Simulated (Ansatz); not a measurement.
## Liquid dimethyl carbonate at 300 K (180 atoms): a reference run and its variants

Density of this cell: 1.07 g/cm³. The cell holds 180 atoms: 45 C, 45 O and 90 H. Cell: a = 12.788 Å, b = 12.788 Å, c = 12.788 Å, α = 90.0°, β = 90.0°, γ = 90.0°. 15 dimethyl carbonate placed at random, at 1.07 g/cm³; overlaps pushed apart, then 10 ps at 400 K with MMFF94 bonds, angles, torsions, charges and radii (Halgren, J. Comput. Chem. 17, 490 (1996)) in harmonic and 12-6 forms. Snapshot after 20 ps at 300 K and fixed volume. The starting density is a measured one.

Geometry: as built.

Reference run: Kohn-Sham DFT, LDA, PAW (set soft_2), plane waves (Ansatz 0.2.0), cutoff 420 eV, k-mesh 2×2×2, fixed occupations.

| Item | Value |
| --- | --- |
| r.m.s. force component | 0.8848 eV/Å |
| pressure | -2.135 GPa |
| gap (highest filled to lowest empty level) | 5.12 eV |
| SCF cycles | 11 |
| time | 8.8 s on 1 × NVIDIA H100 80GB HBM3 with 6 threads of AMD EPYC 7R13 (Zen 3), shared host |

**Question.** The cell is repeated and solved at Γ. How do error, time and memory go?
- plane waves, 180 atoms (1×1×1)
- support functions, 180 atoms (1×1×1)
- support functions, 1440 atoms (2×2×2)
- truncated density matrix, 1440 atoms (2×2×2)
- support functions, 4860 atoms (3×3×3)
- truncated density matrix, 4860 atoms (3×3×3)

Differences are against the typed cell on a 2×2×2 mesh, which samples like Γ on 1440 atoms (r.m.s. force component 0.885 eV/Å, gap 5.12 eV). Every repeated cell is solved at Γ, and forces are averaged over the copies of each atom. Hardware: 1 × NVIDIA H100 80GB HBM3 with 6 threads of AMD EPYC 7R13 (Zen 3), shared host.

```csv
atoms,repeats,basis,"Δ force, r.m.s. (meV/Å)",Δ energy (meV/atom),less plane waves of the same size (meV/atom),gap (eV),spread among copies (meV/Å),SCF cycles,time,host memory (GiB),planned on the GPU (GiB)
180,1×1×1,plane waves,0.358,0.168,-,5.12,-,11,3.3 s,1.2,5.3
180,1×1×1,support functions,6.52,-5.65,-5.8,5.12,-,14,6.5 s,1.2,4.3
1440,2×2×2,support functions,6.53,-5.66,-,5.12,0.10,16,22 s,3.8,22
1440,2×2×2,truncated density matrix,6.44,-5.66,-,-,0.069,25,26 s,3.7,22
4860,3×3×3,support functions,6.47,-5.66,-,5.12,0.088,17,96 s,11,61
4860,3×3×3,truncated density matrix,6.43,-5.66,-,-,0.063,25,2 min,11,60
```

With support functions, the time grows as the 1.2 power of the atom count between the two largest sizes, 1440 and 4860 atoms. With the truncated density matrix, the time grows as the 1.3 power of the atom count between the two largest sizes, 1440 and 4860 atoms. At 4860 atoms truncation (run in mixed precision) changes the energy by +0.0005 meV/atom and takes 1.3 times the time of the full density matrix. At equal size the support functions lie 5.8 meV/atom below plane waves, likely because their grid holds more waves than 420 eV; no run tests this. At the largest size the support functions' forces differ from the reference by 0.73 % of the r.m.s. force, which holds the difference of sampling between the two as well as that of the basis. In some support-function runs the search for missed states was left out or partial.

[Logs are printed without paths, hosts, clocks, repeated set-up lines and the standing remarks that a program may print on its own settings, such as how far it seeks lower states.]

[Hosts, paths, dates, database ids (printed as entryN), source tags and the programs' standing remarks are cut or masked in the printed files.]

[The MMFF94 radii named for the starting cell were scaled by 0.96; in molecules described by MMFF94, hydrogen bound to N, O or S took a small fixed 12-6 site in their place.]
